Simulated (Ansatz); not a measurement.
# InSb wire along [111], 14 atoms a period, H-terminated: bands by functional, part 2 of 2

What gap, if any, does the InSb wire along [111], 14 atoms a period, H-terminated have, and how does it change with the functional?

Ansatz 0.2.0; DFT PBE, plane waves, PAW; relaxation of a wire's period; PAW set soft_1 (the session's first sound run).

So far. Step 2 (Relaxation of atoms and period): The cell's length comes to 11.602 Å with spin left out.

## (3) The perfect wire

This step: DFT PBE, plane waves, PAW; bands of a perfect wire; PAW set soft_1 (Ansatz 0.2.0).

At the relaxed period the bands are computed along the axis; those that cross an energy going forward count the channels that a perfect wire would open there.

input.yaml reads:

```yaml
crystal:
  lattice:
    - [14.395, 0.0, 0.0]
    - [0.0, 15.541, 0.0]
    - [0.0, 0.0, 11.6021899822]
  atoms:
    - { symbol: In, position: [0.328081956, 0.408921701, 0.987391119] }
    - { symbol: In, position: [0.5, 0.684867252, 0.987333051] }
    - { symbol: Sb, position: [0.345322249, 0.418229611, 0.239683729] }
    - { symbol: Sb, position: [0.5, 0.666454653, 0.239627886] }
    - { symbol: Sb, position: [0.654677751, 0.418229611, 0.239683729] }
    - { symbol: H, position: [0.230236765, 0.645140684, 0.29721943] }
    - { symbol: H, position: [0.5, 0.212436831, 0.29720004] }
    - { symbol: H, position: [0.769763235, 0.645140684, 0.29721943] }
    - { symbol: H, position: [0.252037533, 0.368353494, 0.303160721] }
    - { symbol: H, position: [0.5, 0.766206339, 0.303121575] }
    - { symbol: H, position: [0.747962467, 0.368353494, 0.303160721] }
    - { symbol: In, position: [0.333454422, 0.590068872, 0.322457266] }
    - { symbol: In, position: [0.5, 0.322788247, 0.322508887] }
    - { symbol: In, position: [0.666545578, 0.590068872, 0.322457266] }
    - { symbol: Sb, position: [0.351615331, 0.580317542, 0.57439723] }
    - { symbol: Sb, position: [0.5, 0.342228194, 0.574419817] }
    - { symbol: Sb, position: [0.648384669, 0.580317542, 0.57439723] }
    - { symbol: H, position: [0.250657949, 0.540296663, 0.631076581] }
    - { symbol: H, position: [0.338518574, 0.681286536, 0.631134432] }
    - { symbol: H, position: [0.412127995, 0.28121628, 0.631091844] }
    - { symbol: H, position: [0.587872005, 0.28121628, 0.631091844] }
    - { symbol: H, position: [0.661481426, 0.681286536, 0.631134432] }
    - { symbol: H, position: [0.749342051, 0.540296663, 0.631076581] }
    - { symbol: In, position: [0.5, 0.500970889, 0.706585333] }
    - { symbol: Sb, position: [0.5, 0.500915784, 0.946764768] }
    - { symbol: H, position: [0.234957618, 0.47472099, 0.952090815] }
    - { symbol: H, position: [0.343115501, 0.301289073, 0.952220306] }
    - { symbol: H, position: [0.391851617, 0.726535613, 0.952043847] }
    - { symbol: H, position: [0.608148383, 0.726535613, 0.952043847] }
    - { symbol: H, position: [0.656884499, 0.301289073, 0.952220306] }
    - { symbol: H, position: [0.765042382, 0.47472099, 0.952090815] }
    - { symbol: In, position: [0.671918044, 0.408921701, 0.987391119] }
kpoints:
  mp_grid: { grid: [1, 1, 7] }
  band_path: { path: ["Γ", Z], npoints: 90 }
scf:
  occupations: { method: fermi_dirac, width: 0.05 }
hamiltonian:
  xc: pbe
  pseudopotentials: { kind: paw, azcp: { folder: soft_1 } }
output:
  dos: { e_range: [-5, 4] }
  write_potential: true
  write_density: true
  volumetric_format: npy
```

Command:

```console
ansatz run input.yaml --threads 4 --pin off --max-ram 16384MiB --backend cpu --events-out ev --progress --plain --runs-dir out
```

Numbers of over 12 decimals in the logs are rounded to 6 here.

Output:

```text
[...]
Crystal: 32 atoms, lattice volume = 2595.557 Å³
Basis set: ecut = 420 eV, 50745 PW (Γ)
Bands: 139, of which v1, the nominal top of the filled ones, is band 107 counted from 1 (106 counted from 0)
Symmetry: 2 space group operations
[...]
k-points: 4 of 7 (time reversal used)
[...]
SCF iter   1: F=—  HF=-84861.421534 eV  |F-HF|=—  |Δ(HF+E_count)|=         —  Δρ=2.52e-2  dr2=1.82e1  ethr=3.10e-3  ⟨swp⟩=7.0  Hψ=2620  notcnv=0  defer=35
[...]
SCF iter  10: F=-84855.801436 eV  HF=-84855.801436 eV  |F-HF|=1.23e-8  |Δ(HF+E_count)|=   4.21e-7  Δρ=1.21e-6  dr2=6.45e-8  ethr=4.67e-11  ⟨swp⟩=18.5  Hψ=3378  notcnv=0
SCF 1 converged in 10 iterations: F = -84855.801436 eV  dr2 = 6.45e-8
[...]
NSCF: frozen V_eff on 91 k-points
WARN: pass on a band path, mesh or list of k-points: the 91 k-points are solved 48 at a time at the most, because the 14.40 GiB of host memory that the pass is priced against does not hold them all with the solver's workspace as planned. The pass can take longer, above all where fewer k-points are solved at a time than the run has threads. As a rule a larger memory budget leaves room for more at once. The budget is what a run with no `--max-ram-frac` typed is planned for, 0.8 of the host's memory or its container's limit. More memory there lifts it, and so does a share over 0.88 that is typed (of such a share the budget is ten elevenths): [rest of the remark cut]
WARN: The output density's exchange-correlation potential varies sharply where the density is thin. Do not read a vacuum level from v_tot or v_xc, or from such a field of the output density. On a cell that repeats whose density bears no net charge and no dipole along the vacuum's axis use v_es (v_loc + v_h of the components); under efield.dipole_correction with no amplitude use v_es + v_field, which holds any externa [...]
SCF converged after 10 iterations
Free energy (F): -84855.801436 eV
[...]
Internal energy: -84855.801436 eV  (E = F + TS)
E sigma→0 (E₀):  -84855.801436 eV
Fermi energy:    -2.112225 eV
[...]
--- Band table (eV) ---
  k-point 0: bands = [... 103 lower, -3.6921, -3.4996, -3.4993, -3.2967, -0.8790, -0.2034, -0.1982, -0.0714, ... 28 higher]
  k-point 1: bands = [... 103 lower, -3.6843, -3.4849, -3.4846, -3.3632, -0.8773, -0.3016, -0.2975, -0.0445, ... 28 higher]
  k-point 2: bands = [... 103 lower, -3.6734, -3.5487, -3.4520, -3.4517, -0.8677, -0.3966, -0.3929, -0.1467, ... 28 higher]
  k-point 3: bands = [... 103 lower, -3.6689, -3.6685, -3.4266, -3.4262, -0.8528, -0.4412, -0.4376, -0.2338, ... 28 higher]
```

The job ended after 12 min (4 threads of Arm Neoverse V2, shared host; peak memory 12 GiB; 45 min of CPU time).

The column dr2 measures how far the density is from self-consistency, as an energy; F and HF (Harris–Foulkes) agree once it is small.

This step gave:

| Item | Value |
| --- | --- |
| band gap | 2.418 eV |

The electronic bands at the labelled points (eV, zero at the Fermi level; v1 is the highest filled band, c1 the lowest empty one):

```csv
point,v4,v3,v2,v1,c1,c2,c3,c4
Γ,-1.58,-1.39,-1.39,-1.18,1.23,1.91,1.91,2.04
halfway,-1.56,-1.38,-1.35,-1.35,1.24,1.73,1.74,1.99
Z,-1.56,-1.56,-1.31,-1.31,1.26,1.67,1.67,1.87
```

The gap is 2.42 eV, with spin left out.

The path shows a direct gap of 2.42 eV (valence top at Γ, conduction bottom at Γ).

## (4) Another level of theory, cutoff 500 eV, k-mesh 1×1×6

This step: DFT r2SCAN, plane waves, PAW; bands of a perfect wire at the PBE geometry; PAW set soft_1 (Ansatz 0.2.0).

The atoms stay at the PBE geometry and the functional changes. r2SCAN also reads the kinetic-energy density; it often gives larger moments and wider gaps than PBE, at a higher cost. Against the first PBE run of this kind, the cutoff is 500 eV against 420 and the mesh along the wire has 6 points against 7.

Changes to input.yaml since step 3:

```diff
@@ -39,3 +39,3 @@
 kpoints:
-  mp_grid: { grid: [1, 1, 7] }
+  mp_grid: { grid: [1, 1, 6] }
   band_path: { path: ["Γ", Z], npoints: 90 }
@@ -44,8 +44,3 @@
 hamiltonian:
-  xc: pbe
+  xc: r2scan
   pseudopotentials: { kind: paw, azcp: { folder: soft_1 } }
-output:
-  dos: { e_range: [-5, 4] }
-  write_potential: true
-  write_density: true
-  volumetric_format: npy
```

Output:

```text
[...]
Crystal: 32 atoms, lattice volume = 2595.557 Å³
Basis set: ecut = 500 eV, 65867 PW (Γ), exchange–correlation on 432×480×360 points (64 copies of the dense FFT grid, shifted against one another)
Bands: 139, of which v1, the nominal top of the filled ones, is band 107 counted from 1 (106 counted from 0)
Symmetry: 2 space group operations
[...]
k-points: 4 of 6 (time reversal used)
[...]
SCF iter   1: F=—  HF=-85061.714933 eV  |F-HF|=—  |Δ(HF+E_count)|=         —  Δρ=2.41e-2  dr2=1.64e1  dr2_τ=1.68e-1  ethr=3.10e-3  ⟨swp⟩=7.0  Hψ=2611  notcnv=0  defer=40
[...]
SCF iter  10: F=-85058.173649 eV  HF=-85058.173649 eV  |F-HF|=9.06e-8  |Δ(HF+E_count)|=   6.94e-7  Δρ=1.10e-6  dr2=5.11e-8  dr2_τ=8.18e-10  ethr=4.67e-11  ⟨swp⟩=20.0  Hψ=3242  notcnv=0
SCF 1 converged in 10 iterations: F = -85058.173649 eV  dr2 = 5.11e-8
[...]
SCF converged after 10 iterations
Free energy (F): -85058.173649 eV
[...]
Internal energy: -85058.173649 eV  (E = F + TS)
E sigma→0 (E₀):  -85058.173649 eV
Fermi energy:    -2.148875 eV
[...]
--- Band table (eV) ---
  k-point 0: bands = [... 103 lower, -3.9070, -3.7084, -3.7083, -3.4906, -0.7323, -0.0542, -0.0509, 0.0418, ... 28 higher]
  k-point 1: bands = [... 103 lower, -3.9004, -3.6872, -3.6870, -3.5834, -0.7409, -0.1762, -0.1738, 0.1333, ... 28 higher]
  k-point 2: bands = [... 103 lower, -3.8931, -3.8367, -3.6463, -3.6462, -0.7506, -0.2700, -0.2677, 0.0307, ... 28 higher]
  k-point 3: bands = [... 103 lower, -3.8919, -3.8912, -3.6270, -3.6269, -0.7518, -0.2984, -0.2962, -0.0224, ... 28 higher]
```

Wall time 20 min (4 threads); peak memory 12 GiB; 78 min of CPU time.

Numbers from this step:

| Item | Value |
| --- | --- |
| band gap | 2.739 eV |

Electronic bands along the path, in eV, zero at the Fermi level; v1 is the highest filled band, c1 the lowest empty one:

```csv
point,v4,v3,v2,v1,c1,c2,c3,c4
Γ,-1.76,-1.56,-1.56,-1.34,1.42,2.09,2.10,2.19
halfway,-1.75,-1.54,-1.52,-1.52,1.40,1.92,1.92,2.23
Z,-1.74,-1.74,-1.48,-1.48,1.40,1.85,1.85,2.13
```

The gap is 2.74 eV, against 2.42 eV under PBE at the relaxed period.

## (5) Another level of theory, level HSE06, cutoff 420 eV

This step: DFT HSE06, plane waves, PAW; levels of a perfect wire at the PBE geometry; PAW set soft_1 (Ansatz 0.2.0).

The atoms stay at the PBE geometry and the functional changes. HSE06 mixes in a quarter of short-range exact exchange, which removes part of the self-interaction that closes gaps; it is dear, so the mesh is thinner and no path is run. Against the first PBE run of this kind, the mesh along the wire has 3 points against 7.

Changes to input.yaml since step 4:

```diff
@@ -39,4 +39,3 @@
 kpoints:
-  mp_grid: { grid: [1, 1, 6] }
-  band_path: { path: ["Γ", Z], npoints: 90 }
+  mp_grid: { grid: [1, 1, 3] }
 scf:
@@ -44,3 +43,3 @@
 hamiltonian:
-  xc: r2scan
+  xc: hse06
   pseudopotentials: { kind: paw, azcp: { folder: soft_1 } }
```

Output:

```text
[...]
Crystal: 32 atoms, lattice volume = 2595.557 Å³
Basis set: ecut = 420 eV, 50745 PW (Γ)
Bands: 139, of which v1, the nominal top of the filled ones, is band 107 counted from 1 (106 counted from 0)
Symmetry: 2 space group operations
[...]
k-points: 2 of 3 (time reversal used)
[...]
Free energy (F): -84914.226252 eV
Frozen-core exchange: fock
[...]
Internal energy: -84914.226252 eV  (E = F + TS)
E sigma→0 (E₀):  -84914.226252 eV
Fermi energy:    -2.170418 eV
[...]
--- Band table (eV) ---
  k-point 0: bands = [... 103 lower, -4.1664, -3.9875, -3.9874, -3.7080, -0.5670]
  k-point 1: bands = [... 103 lower, -4.1813, -4.0738, -3.9013, -3.9013, -0.5886]
  guard bands above this table: 31 of the run's 139 bands. The solve was not asked for them (output.publish_guard_bands: true or output.eigenvalues: true publishes all)
```

The job ended after 7 min (4 threads; peak memory 6.1 GiB).

Numbers from this step:

| Property | Result |
| --- | --- |
| band gap | 3.119 eV |

The gap is 3.12 eV, against 2.42 eV under PBE at the relaxed period.

## (6) Outcome

| Property | Result |
| --- | --- |
| cell length, PBE | 11.60 Å |
| gap, PBE | 2.42 eV |
| gap, r2SCAN | 2.74 eV |
| gap, HSE06 | 3.12 eV |

Under PBE the cell's length is 11.60 Å, and a gap of 2.42 eV makes it a semiconductor. At the relaxed period the wire is gapped under every functional, from 2.42 eV (PBE) to 3.12 eV (HSE06). Weak screening in one dimension makes quasiparticle gaps larger than the semilocal gaps, as a rule. Plain hydrogen on a compound's surface is a simple closure: it may leave surface states, and facets that end in unlike atoms put a field across the wire, both of which shrink the gap. Spin-orbit coupling is left out, which matters for the bands of heavy atoms. A hybrid's gap is read on a coarse mesh, without a band path.

[Logs are printed without paths, hosts, clocks, repeated set-up lines and the standing remarks that a program may print on its own settings, such as how far it seeks lower states.]

[Hosts, paths, dates, database ids (printed as entryN), source tags and the programs' standing remarks are cut or masked in the printed files.]
